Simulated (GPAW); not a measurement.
# Core-hole calculation of the Cu K edge in CuSe2 (Pnnm), part 2 of 2

What does one-electron theory with a core hole give for the Cu K edge of CuSe2 (Pnnm)?

GPAW 26.7.0; X-ray absorption from dipole matrix elements to empty bands, plane-wave PAW LDA.

So far. Step 5 (Spectrum with XCH, Cu atom 5): The total-energy difference is 8991.01 eV. One term is added: -29.79 eV, since the hole is spin-paired here and a spin-polarised one costs that much less in the free atom (computed apart). The photon energy is then 8961.22 eV. The tabulated edge of the element is 8979 eV. The functional leaves an error in such absolute values: in the free atom LDA prices this hole 18.3 eV below PBE (computed apart), and PBE is itself good to a few eV.

## 8. Spectrum with XCH, Cu atom 5

A smaller cell brings the holes closer; here they are 3.7 Å apart.

Changed against the first core-hole run: supercell atoms from 12 to 6; the field's mesh follows (3×3×3 to 4×3×3).

xas.py

```python
import numpy as np
from ase import Atoms
from ase.parallel import parprint, paropen
from gpaw import GPAW, PW, FermiDirac, Mixer, MixerDif, setup_paths
from gpaw.test import gen
setup_paths.insert(0, '.')
gen('Cu', name='fch1s', xcname='LDA', corehole=(1, 0, 1), write_xml=True)
from gpaw.mpi import world
world.barrier()

atoms = Atoms('Se4Cu2',
    cell=[[0, 0, 3.7447],
     [5.0252, 0, 0],
     [0, 6.1941, 0]],
    scaled_positions=[[0.5, 0.6835, 0.1151],
     [0.5, 0.3165, 0.8849],
     [0, 0.1835, 0.3849],
     [0, 0.8165, 0.6151],
     [0.5, 0.5, 0.5],
     [0, 0, 0]],
    pbc=True)
atoms.calc = calc = GPAW(legacy_gpaw=True, mode=PW(430, force_complex_dtype=True), xc='LDA', setups={4: 'fch1s'},
    kpts={'size': (4, 3, 3), 'gamma': True}, occupations=FermiDirac(0.1),
    charge=-1, mixer=Mixer(0.1, 5, 50), maxiter=150,
    convergence={'density': 0.0001, 'eigenstates': 1e-6}, txt='scf.txt')
energy = atoms.get_potential_energy() + calc.get_reference_energy()
ef = calc.get_fermi_level()
out = dict(energy=energy, fermi=ef, forces=atoms.get_forces().tolist())
parprint(f'all-electron energy {energy:.4f} eV, Fermi level {ef:.4f} eV')
ev = np.array([[calc.get_eigenvalues(k, s) for k in range(len(calc.get_ibz_k_points()))] for s in range(calc.get_number_of_spins())])
out['homo'], out['lumo'], out['counts'] = ev[ev < ef].max(), ev[ev > ef].min(), sorted(set((ev < ef).sum((0, 2)).tolist()))
out['filled'] = (ev[:, 0] < ef).sum(1).tolist()

from ase.units import Ha
from gpaw.xas import dipole_matrix_elements
nb = int(calc.get_number_of_electrons() / 2) + 72
top, nb = nb, nb + 8 + nb // 12
nscf = calc.fixed_density(kpts={'size': (5, 4, 3), 'gamma': True}, nbands=nb,
    convergence={'bands': top, 'eigenstates': 5e-3}, maxiter=60, txt='nscf.txt')
cell = atoms.cell.array
ops = [cell.T @ U.T @ np.linalg.inv(cell.T) for U in nscf.wfs.kd.symmetry.op_scc]
E = np.arange(-6, 34, 0.1)
fwhm = np.interp(E, [4, 25], [1.55, 3.5])
Y, X, zero, highest = 0, 0, 1e9, 1e9
for spin in range(nscf.get_number_of_spins()):
    wfs = nscf.wfs
    mine = wfs.bd.get_slice()  # this rank's bands
    A = dipole_matrix_elements(wfs.setups[4])
    eps = np.zeros((wfs.kd.nibzkpts, nb))
    d = np.zeros((3, A.shape[1], wfs.kd.nibzkpts, nb), complex)
    for kpt in wfs.kpt_u:
        if kpt.s == spin and 4 in kpt.P_ani:
            eps[kpt.k, mine] = kpt.eps_n * Ha
            d[:, :, kpt.k, mine] = (kpt.weight * wfs.nspins / 2) ** 0.5 * np.inner(A, kpt.P_ani[4])
    world.sum(eps)
    world.sum(d)
    T = np.einsum('amkn,bmkn->abkn', d, d.conj()).real
    T = sum(np.einsum('ai,ijkn,bj->abkn', R, T, R) for R in ops) / len(ops)
    empty = eps > ef
    zero, highest = min(zero, eps[empty].min()), min(highest, eps[:, top - 1].min())
    lines = [(eps, T, empty)] if spin == 0 else lines + [(eps, T, empty)]
for eps, T, empty in lines:
    f = np.einsum('aakn->akn', T).reshape(3, -1)
    x = eps.ravel() - zero
    w = np.interp(x, E, fwhm) / 2.35482
    g = np.exp(-0.5 * ((E[:, None] - x) / w) ** 2) / (w * (2 * np.pi) ** 0.5)
    Y = Y + (f * empty.ravel()) @ g.T
    X = X + (f * ~empty.ravel()) @ g.T
out.update(E=E.round(2).tolist(), xas=Y.tolist(), xes=X.tolist(), zero=zero, valid=highest - zero, nk=len(eps), nb=nb)
for i in range(0, len(E), 10):
    parprint(f'{E[i]:7.2f}', *(f'{v:10.3e}' for v in Y[:, i]))
import json
with paropen('out.json', 'w') as f:
    json.dump(out, f)
```

Run with:

```
OMP_NUM_THREADS=1 mpirun -n 4 gpaw python xas.py
```

Wall time 21 s (4 MPI ranks of Intel Xeon Platinum 8488C (Sapphire Rapids), shared host); peak memory 0.26 GiB; 81 s of CPU time.

These settings depart from the first run's and aren't meant as converged.

Against the first run the r.m.s. difference is 3 %. The highest intensity below 24 eV goes from 6.4 eV (2.28) to 6.4 eV (2.37).

```csv
E (eV),first run,this run
-2.0,0.00,0.00
-0.5,0.02,0.02
1.0,0.12,0.11
2.5,0.10,0.12
4.0,0.39,0.40
5.5,1.78,1.76
7.0,2.06,2.10
8.5,1.29,1.19
10.0,1.12,1.15
11.5,1.29,1.31
13.0,1.19,1.20
14.5,0.97,1.00
16.0,0.90,0.85
17.5,0.96,0.93
19.0,0.93,0.97
20.5,0.93,0.93
22.0,0.99,0.95
23.5,0.99,1.00
25.0,1.00,1.02
26.5,1.03,1.01
28.0,1.00,0.99
29.5,0.93,0.93
31.0,0.89,0.91
```

## 9. Supercell without a hole, the energy reference

scf.py

```python
import numpy as np
from ase import Atoms
from ase.parallel import parprint, paropen
from gpaw import GPAW, PW, FermiDirac, Mixer, MixerDif, setup_paths
from gpaw.test import gen
setup_paths.insert(0, '.')
gen('Cu', name='nch1s', xcname='LDA', corehole=(1, 0, 0), write_xml=True)
from gpaw.mpi import world
world.barrier()

atoms = Atoms('Se8Cu4',
    cell=[[-5.0252, 0, -3.7447],
     [5.0252, 0, -3.7447],
     [0, -6.1941, -3.7447]],
    scaled_positions=[[0.4658, 0.1493, 0.8849],
     [0.9658, 0.6493, 0.8849],
     [0.0342, 0.3507, 0.1151],
     [0.5342, 0.8507, 0.1151],
     [0.1007, 0.2842, 0.6151],
     [0.6007, 0.7842, 0.6151],
     [0.8993, 0.7158, 0.3849],
     [0.3993, 0.2158, 0.3849],
     [0.75, 0.25, 0.5],
     [0.25, 0.75, 0.5],
     [0, 0, 0],
     [0.5, 0.5, 0]],
    pbc=True)
atoms.calc = calc = GPAW(legacy_gpaw=True, mode=PW(430, force_complex_dtype=True), xc='LDA', setups={8: 'nch1s'},
    kpts={'size': (1, 1, 1), 'gamma': True}, occupations=FermiDirac(0.1),
    charge=0, mixer=Mixer(0.1, 5, 50), maxiter=150,
    convergence={'density': 0.0001, 'eigenstates': 1e-6}, txt='scf.txt')
energy = atoms.get_potential_energy() + calc.get_reference_energy()
ef = calc.get_fermi_level()
out = dict(energy=energy, fermi=ef, forces=atoms.get_forces().tolist())
parprint(f'all-electron energy {energy:.4f} eV, Fermi level {ef:.4f} eV')
ev = np.array([[calc.get_eigenvalues(k, s) for k in range(len(calc.get_ibz_k_points()))] for s in range(calc.get_number_of_spins())])
out['homo'], out['lumo'], out['counts'] = ev[ev < ef].max(), ev[ev > ef].min(), sorted(set((ev < ef).sum((0, 2)).tolist()))
out['filled'] = (ev[:, 0] < ef).sum(1).tolist()
import json
with paropen('out.json', 'w') as f:
    json.dump(out, f)
```

Run with:

```
OMP_NUM_THREADS=1 mpirun -n 4 gpaw python scf.py
```

Run time: 7.6 s. Hardware: 4 MPI ranks; peak memory 0.21 GiB; 29 s of CPU time.

The run finished; it serves as a test, and its numbers are not taken as the result.

## 10. Spectrum with XCH, Cu atom 5

Another set-up is tried: k mesh of the field to 1×1×1.

xas.py, as its differences from that of step 8:

```diff
@@ -10,15 +10,21 @@
 
-atoms = Atoms('Se4Cu2',
-    cell=[[0, 0, 3.7447],
-     [5.0252, 0, 0],
-     [0, 6.1941, 0]],
-    scaled_positions=[[0.5, 0.6835, 0.1151],
-     [0.5, 0.3165, 0.8849],
-     [0, 0.1835, 0.3849],
-     [0, 0.8165, 0.6151],
-     [0.5, 0.5, 0.5],
-     [0, 0, 0]],
+atoms = Atoms('Se8Cu4',
+    cell=[[-5.0252, 0, -3.7447],
+     [5.0252, 0, -3.7447],
+     [0, -6.1941, -3.7447]],
+    scaled_positions=[[0.4658, 0.1493, 0.8849],
+     [0.9658, 0.6493, 0.8849],
+     [0.0342, 0.3507, 0.1151],
+     [0.5342, 0.8507, 0.1151],
+     [0.1007, 0.2842, 0.6151],
+     [0.6007, 0.7842, 0.6151],
+     [0.8993, 0.7158, 0.3849],
+     [0.3993, 0.2158, 0.3849],
+     [0.75, 0.25, 0.5],
+     [0.25, 0.75, 0.5],
+     [0, 0, 0],
+     [0.5, 0.5, 0]],
     pbc=True)
-atoms.calc = calc = GPAW(legacy_gpaw=True, mode=PW(430, force_complex_dtype=True), xc='LDA', setups={4: 'fch1s'},
-    kpts={'size': (4, 3, 3), 'gamma': True}, occupations=FermiDirac(0.1),
+atoms.calc = calc = GPAW(legacy_gpaw=True, mode=PW(430, force_complex_dtype=True), xc='LDA', setups={8: 'fch1s'},
+    kpts={'size': (1, 1, 1), 'gamma': True}, occupations=FermiDirac(0.1),
     charge=-1, mixer=Mixer(0.1, 5, 50), maxiter=150,
@@ -35,5 +41,5 @@
 from gpaw.xas import dipole_matrix_elements
-nb = int(calc.get_number_of_electrons() / 2) + 72
+nb = int(calc.get_number_of_electrons() / 2) + 141
 top, nb = nb, nb + 8 + nb // 12
-nscf = calc.fixed_density(kpts={'size': (5, 4, 3), 'gamma': True}, nbands=nb,
+nscf = calc.fixed_density(kpts={'size': (3, 3, 3), 'gamma': True}, nbands=nb,
     convergence={'bands': top, 'eigenstates': 5e-3}, maxiter=60, txt='nscf.txt')
@@ -47,3 +53,3 @@
     mine = wfs.bd.get_slice()  # this rank's bands
-    A = dipole_matrix_elements(wfs.setups[4])
+    A = dipole_matrix_elements(wfs.setups[8])
     eps = np.zeros((wfs.kd.nibzkpts, nb))
@@ -51,5 +57,5 @@
     for kpt in wfs.kpt_u:
-        if kpt.s == spin and 4 in kpt.P_ani:
+        if kpt.s == spin and 8 in kpt.P_ani:
             eps[kpt.k, mine] = kpt.eps_n * Ha
-            d[:, :, kpt.k, mine] = (kpt.weight * wfs.nspins / 2) ** 0.5 * np.inner(A, kpt.P_ani[4])
+            d[:, :, kpt.k, mine] = (kpt.weight * wfs.nspins / 2) ** 0.5 * np.inner(A, kpt.P_ani[8])
     world.sum(eps)
```

Run with:

```
OMP_NUM_THREADS=1 mpirun -n 4 gpaw python xas.py
```

Run time: 47 s. Hardware: 4 MPI ranks; peak memory 0.31 GiB; 3.1 min of CPU time.

The run finished. A setting was moved off its sound value on purpose, so it serves as a test and not as the result.

The fault put into the input: the field is made at the zone centre alone.

The scaled spectrum changes by 18 % r.m.s. A shift of -0.6 eV leaves 4 %. The highest intensity below 24 eV goes from 6.4 eV (2.28) to 5.6 eV (2.21).

```
E (eV)  first run  this run
  -2.0       0.00      0.00
  -0.5       0.02      0.02
   1.0       0.12      0.14
   2.5       0.10      0.13
   4.0       0.39      0.86
   5.5       1.78      2.19
   7.0       2.06      1.59
   8.5       1.29      1.09
  10.0       1.12      1.17
  11.5       1.29      1.25
  13.0       1.19      1.06
  14.5       0.97      0.88
  16.0       0.90      0.91
  17.5       0.96      0.93
  19.0       0.93      0.89
  20.5       0.93      0.93
  22.0       0.99      0.97
  23.5       0.99      0.97
  25.0       1.00      0.99
  26.5       1.03      0.99
  28.0       1.00      0.94
  29.5       0.93      0.88
  31.0       0.89      0.87
```

## 11. With and without the hole

Both curves are counted from their own zero, so only the shift of weight within the empty states shows.

```csv
E (eV),no hole,XCH
-2.0,0.00,0.00
-1.0,0.01,0.01
0.0,0.06,0.05
1.0,0.10,0.12
2.0,0.11,0.14
3.0,0.07,0.11
4.0,0.20,0.39
5.0,0.58,1.22
6.0,1.33,2.19
7.0,1.92,2.06
8.0,1.75,1.48
9.0,1.37,1.16
10.0,1.24,1.12
11.0,1.29,1.24
12.0,1.38,1.29
13.0,1.36,1.19
14.0,1.30,1.04
15.0,1.20,0.92
16.0,1.05,0.90
17.0,0.98,0.95
18.0,1.02,0.96
19.0,1.08,0.93
20.0,1.07,0.92
21.0,1.04,0.95
22.0,1.04,0.99
23.0,1.05,1.00
24.0,1.08,0.99
25.0,1.09,1.00
26.0,1.11,1.02
27.0,1.13,1.03
28.0,1.12,1.00
29.0,1.09,0.95
30.0,1.04,0.91
31.0,1.00,0.89
32.0,0.98,0.90
```

With each curve scaled to its own mean, the area from −2 to 6 eV with the hole is 3.1 against 1.7, and the centre of weight from −1 to 20 eV moves by -0.7 eV: the hole pulls the absorber's empty states down.

## 12. Results

```
absorber and edge                               : Cu K, atom 5 of the ground-state input (counted from 1)
surroundings                                    : 6 Se at 2.56 Å (octahedral, site symmetry 2/m)
highest intensity below 24 eV                   : 6.4 eV above the zero, height 2.28
photon energy of the zero, with the added terms : 8961.2 eV (raw 8991.0 eV; LDA puts this hole about 18 eV below PBE, itself good to a few eV)
```

In words: The Cu K edge of atom 5, with 6 Se at 2.56 Å (octahedral, site symmetry 2/m), has its highest intensity of the first 24 eV at 6.4 eV above the zero, near 8968 eV in photon energy (LDA puts this hole about 18 eV below PBE, itself good to a few eV), 2.3 times the mean level of the first 20 eV (Gaussian full width 1.55 eV up to 4 eV, rising linearly to 3.5 eV at 25 eV). With each curve scaled to its own mean, the area from −2 to 6 eV with the hole is 3.1 against 1.7, and the centre of weight from −1 to 20 eV moves by -0.7 eV: the hole pulls the absorber's empty states down. Changing the core hole from full to half alters the shape by 19 % r.m.s., a modest effect on the whole. A cell with holes 3.7 Å apart changes the curve by 3 % r.m.s. (3 % after the best shift). At the Cu K edge of atom 5 polarisation matters most near 6.6 eV, where the curves differ by 0.7 on this scale. 1 further run of this session is left out of this account as redundant. The script folds with a Gaussian, whereas the core hole's own line is a Lorentzian, so the onset is too steep and the first peak too high. The unit cell's mesh shows no gap over 0.35 eV. That is right for a metallic compound; for a small-gap or correlated insulator it would be the fault of the functional or of the assumed magnetic order, and the hole would be screened too well. The holes are only 6.3 Å apart, so the shape is probably not converged with cell size; no larger cell was run here. The mesh is coarse (0.39 Å⁻¹ between points), so small maxima may be mesh ripples. The structure is a published determination, not relaxed.

[Logs are printed without paths, hosts, clocks, repeated set-up lines and the standing remarks that a program may print on its own settings, such as how far it seeks lower states.]

[Hosts, paths, dates, database ids (printed as entryN), source tags and the programs' standing remarks are cut or masked in the printed files.]

[Lists of maxima count a maximum above −3 eV only where it reaches 4 % of the highest in the window and stands out from its surroundings by 2 % of it (1.5 % where it reaches 55 %); shoulders and weaker maxima are passed over, and of the rest the first, up to two pre-edge ones and the few strongest are named.]
